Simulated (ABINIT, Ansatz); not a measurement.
# Sr2MgMoO6 (Fm-3m): G0W0 on several meshes in ABINIT, part 2 of 2

Wanted: mesh dependence and cost of G0W0 for Sr2MgMoO6 (Fm-3m).

ABINIT 10.8.3; LDA and many-body steps on it, plane waves. Known limits of the many-body steps: not at the basis limit; no spin-orbit coupling; coarse k mesh.

So far. Step 4 (2×2×2): The gap on the mesh goes from 1.89 eV to 3.67 eV, a correction of +1.78 eV. Step 5 (Empty states on the mesh, 4×4×4 mesh, 136 bands): On this mesh the gap is 1.888 eV.

**7. 4×4×4**

This step: G0W0 on LDA, plane waves, norm-conserving pseudopotentials.

Input file run.abi:

```
acell 3*1.0 Angstrom
rprim 
  0.000000000000 4.001502000000 4.001502000000
  4.001502000000 0.000000000000 4.001502000000
  4.001502000000 4.001502000000 -0.000000000000
ntypat 4
znucl 38 12 42 8
natom 10
typat 1 1 2 3 4 4 4 4 4 4
xred 
  0.250000000000 0.250000000000 0.250000000000
  0.750000000000 0.750000000000 0.750000000000
  0.500000000000 0.500000000000 0.500000000000
  -0.000000000000 0.000000000000 0.000000000000
  0.757256000000 0.242744000000 0.242744000000
  0.242744000000 0.757256000000 0.757256000000
  0.242744000000 0.757256000000 0.242744000000
  0.757256000000 0.242744000000 0.757256000000
  0.242744000000 0.242744000000 0.757256000000
  0.757256000000 0.757256000000 0.242744000000
pp_dirpath "pseudos"
pseudos "Sr.upf, Mg.upf, Mo.upf, O.upf"
ecut 38
ngkpt 4 4 4
nshiftk 1
shiftk 0 0 0
kptopt 1
chksymbreak 0
istwfk *1
occopt 1
irdwfk 1
optdriver 4
nband 124
gwcalctyp 0
ecutsigx 38
symsigma 1
nkptgw 2
kptgw 
  0.0000000000 0.0000000000 0.0000000000
  0.5000000000 0.5000000000 0.0000000000
bdgw 
  38 43
  38 43
ecuteps 4.2
irdscr 1
ppmodel 1
indata_prefix "in"
outdata_prefix "out"
tmpdata_prefix "tmp"
```

Run with:

```console
$ OMP_NUM_THREADS=1 mpirun -n 4 abinit run.abi > log
```

Numbers of over 12 decimals in the logs are rounded to 6 here.

The program printed:

```text
.Version 10.8.3 of ABINIT. v10.8.2 released Aug 2026.

 Symmetries : space group Fm -3 m (#225); Bravais cF (face-center cubic)
[... echo of the input left out ...]
== DATASET  1 ==================================================================
-   mpi_nproc: 4, omp_nthreads: 1 (-1 if OMP is not activated)

--- !DatasetInfo
iteration_state: {dtset: 1, }
dimensions: {natom: 10, nkpt: 8, mband: 124, nsppol: 1, nspinor: 1, nspden: 1, mpw: 9721, }
cutoff_energies: {ecut:  38.0, pawecutdg:  -1.0, }
electrons: {nelect:   8.00000000E+01, charge:   0.00000000E+00, occopt:   1.00000000E+00, tsmear:   1.00000000E-02, }

 SIGMA: Calculation of the GW corrections

 Based on a program developped by R.W. Godby, V. Olevano, G. Onida, and L. Reining.
 Incorporated in ABINIT by V. Olevano, G.-M. Rignanese, and M. Torrent.
.Using double precision arithmetic ; gwpc =  8

[... cell and pseudopotentials left out ...]
--------------------------------------------------------------------------------

 ==== K-mesh for the wavefunctions ====
 Number of points in the irreducible wedge :     8
[... list of points left out ...]
 Together with 48 symmetry operations and time-reversal symmetry
 yields    64 points in the full Brillouin Zone.

 ==== Q-mesh for screening function ====
 Number of points in the irreducible wedge :     8
[... list of points left out ...]
 Together with 48 symmetry operations and time-reversal symmetry
 yields    64 points in the full Brillouin Zone.

 vcoul_init : cutoff-mode = AUXILIARY_FUNCTION
 q-points for optical limit:   1
     1)      0.000010    0.000020    0.000030
 setmesh: FFT mesh size selected  =    60x   60x   60
          total number of points  =       216000

 Number of electrons calculated from density =   80.0000; Expected =   80.0000
[...]
number of omega for Sigma on real axis              0
 max omega for Sigma on real axis  [eV]           0.00
 zcut for avoiding poles [eV]                     0.10

 EPSILON^-1 parameters (SCR file):
 dimension of the eps^-1 matrix on file            339
 dimension of the eps^-1 matrix used               339
 number of plane-waves for wavefunctions          9721
 number of bands                                   124
 number of q-points in IBZ                           8
 number of frequencies                               2
 number of real frequencies                          1
 number of imag frequencies                          1

 matrix elements of self-energy operator (all in [eV])

 Perturbative Calculation

--- !SelfEnergy_ee
iteration_state: {dtset: 1, }
kpoint     : [   0.000,    0.000,    0.000, ]
spin       : 1
KS_gap     :    2.061
QP_gap     :    3.844
Delta_QP_KS:    1.783
data: !SigmaeeData |
     Band     E0 <VxcDFT>   SigX SigC(E0)      Z dSigC/dE  Sig(E)    E-E0       E
       38   5.832 -19.787 -24.842   5.083   0.768  -0.301 -19.765   0.022   5.854
       39   5.832 -19.787 -24.842   5.083   0.768  -0.301 -19.765   0.022   5.854
       40   5.832 -19.787 -24.842   5.083   0.768  -0.301 -19.765   0.022   5.854
[...]
--- !SelfEnergy_ee
iteration_state: {dtset: 1, }
kpoint     : [   0.500,    0.500,    0.000, ]
spin       : 1
KS_gap     :    1.966
QP_gap     :    3.773
Delta_QP_KS:    1.807
data: !SigmaeeData |
     Band     E0 <VxcDFT>   SigX SigC(E0)      Z dSigC/dE  Sig(E)    E-E0       E
[...]
42   8.834 -19.791 -14.431  -2.890   0.782  -0.278 -17.859   1.932  10.766
       43   8.834 -19.791 -14.431  -2.890   0.782  -0.278 -17.859   1.932  10.766

== END DATASET(S) ==============================================================
================================================================================

 -outvars: echo values of variables after computation  --------
           etotal      0.0000000000E+00
            nband         124
             nkpt           8
          spgroup         225
 [... the other variables as echoed above ...]

 Calculation completed.
```

The job ended after 56 s (4 MPI ranks of Arm Neoverse N1, shared host; peak memory 2.5 GiB).

This step gave:

* G0W0 gap on the points computed: 3.686 eV
* starting gap on the mesh: 1.888 eV
* k of the valence top: 0, 0, 0
* k of the conduction bottom: 0.5, 0.5, 0
* Z at the valence top: 0.768
* Z at the conduction bottom: 0.803
* least direct G0W0 gap on the computed points: 3.774 eV

Against G0W0 in ABINIT (2×2×2 mesh, 124 bands, screening to 114.3 eV, Godby-Needs plasmon pole), the gap moves by +0.020 eV.

**8. Side by side**

Times are wall times on 4 MPI ranks of Arm Neoverse N1, shared host, good to a factor of about two. A run's time includes the screening step that it read.

| run | mesh | bands | screening cutoff (eV) | DFT gap (eV) | gap on the mesh (eV) | direct (eV) | ε∞ used | time |
| --- | --- | --- | --- | --- | --- | --- | --- | --- |
| 2×2×2 | 2×2×2 | 124 | 114.3 | 1.888 | 3.666 | 3.750 | 6.03 | 1.7 min |
| 4×4×4 | 4×4×4 | 124 | 114.3 | 1.888 | 3.686 | 3.774 | 4.87 | 10 min |

**9. Outcome**

- 2×2×2: 3.666 eV
- 4×4×4: 3.686 eV
- known limits: not at the basis limit; no spin-orbit coupling; coarse k mesh

**Reading.** 4×4×4: +0.020 eV against 2×2×2. Bands and cutoff are finite, so the gap is not at the basis limit. The miss can reach some tenths of an eV and take either sign; the mesh is an error of its own. In the G0W0 runs levels were corrected at 2 k points alone, so a gap called «on the mesh» is the least over those, and an edge elsewhere would be missed. The 2×2×2 mesh is coarse for this cell, which bears on the long-range parts of exchange and screening. The many-body steps are scalar-relativistic: spin-orbit coupling is not in them.

[Paths, hosts, dates, memory and timing lines, banners, echoed tables and standing remarks are left out of the program output.]

[Logs are printed without paths, hosts, clocks, repeated set-up lines and the standing remarks that a program may print on its own settings, such as how far it seeks lower states.]

[Runs of the session that timed out or met a known fault of the program may be left out.]

[Hosts, paths, dates, database ids (printed as entryN), source tags and the programs' standing remarks are cut or masked in the printed files.]

[G0W0 gaps are taken among the corrected bands and points alone; a level outside them can change the order at an edge.]

[Where Ansatz stands beside ABINIT at settings called matched, ABINIT's density can come from a denser mesh and the files from another edition; pairs whose starting gaps differed by over 0.03 eV were left out, so agreement reads better than it is.]
